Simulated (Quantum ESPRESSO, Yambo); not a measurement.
Planning a run of Yambo 5.3.0 on PtS2 (1T monolayer). The input:

```
HF_and_locXC
gw0
dyson
ppa
em1d
rim_cut
rim_w
RandQpts= 3000000
RandGvec= 100 RL
CUTGeo= "slab z"
RandGvecW= 9 RL
EXXRLvcs= 76 Ry
VXCRLvcs= 304 Ry
Chimod= "HARTREE"
% BndsRnXp
 1 | 128 |
%
NGsBlkXp= 9.5 Ry
% LongDrXp
 1 | 1 | 0 |
%
% GbndRnge
 1 | 128 |
%
DysSolver= "n"
ExtendOut
PPAPntXp= 27.21138 eV
% QPkrange
 5 | 5 | 14 | 17 |
 2 | 2 | 14 | 17 |
 1 | 1 | 14 | 17 |
%
```

```sh
OMP_NUM_THREADS=2 mpirun -n 8 yambo -F gw1.in -J gw1 -C gw1 > gw1.log
```

The stored states that it reads are on a 6×6×1 mesh. The cell holds 3 atoms: 1 Pt and 2 S. Cell: a = 3.574 Å, b = 3.574 Å, c = 15.000 Å, α = 90.0°, β = 90.0°, γ = 120.0°. Vacuum lies along c.

Q: Estimate wall time and host memory on 8 MPI ranks of Arm Neoverse V2, shared host.

It took 1.9 min; on shared hardware allow 58 s to 3.9 min. Peak host memory was 5.4 GiB.

The screening grows as filled bands × empty bands × pairs of k points, times the square of the screening basis for the matrix.

[Paths, hosts, dates, memory and timing lines, banners, echoed tables and standing remarks are left out of the program output.]

[Logs are printed without paths, hosts, clocks, repeated set-up lines and the standing remarks that a program may print on its own settings, such as how far it seeks lower states.]

[Runs of the session that timed out or met a known fault of the program may be left out.]

[Hosts, paths, dates, database ids (printed as entryN), source tags and the programs' standing remarks are cut or masked in the printed files.]
